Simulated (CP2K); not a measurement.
The C K edge of 3-formylpyrrole was computed by TDDFT (CP2K XAS_TDP, aug-cc-pVDZ, TDA) at these levels: PBE0, PBEh(45%) and PBEh(45%) + GW2X. The first three lines of C2 (bonded to C, O and H) with a strength over 0.0015, energy in eV and strength:

```
run           first          second           third
  1  276.38 (0.047)  279.92 (0.005)  279.93 (0.002)
  2  288.19 (0.062)  293.06 (0.015)  293.80 (0.003)
  3  281.60 (0.063)  286.47 (0.015)  287.21 (0.003)
```

Which run is which?

Run 1: PBE0 (25 % exact exchange). Run 2: PBEh(45%) + GW2X (45 % exact exchange). Run 3: PBEh(45%) (45 % exact exchange). Self-interaction lifts the core level, so the uncorrected lines rise with the share of exact exchange. The GW2X run keeps the spacings of its parent: 4.87 eV between the first two lines in run 2, 4.87 eV in run 3. Its shift is +6.59 eV, since the Kohn–Sham level at this share of exchange lies that far above the quasiparticle level.

[Banner, clock and machine lines of the logs are left out without a mark of their own.]

[Logs are printed without paths, hosts, clocks, repeated set-up lines and the standing remarks that a program may print on its own settings, such as how far it seeks lower states.]

[Hosts, paths, dates, database ids (printed as entryN), source tags and the programs' standing remarks are cut or masked in the printed files.]
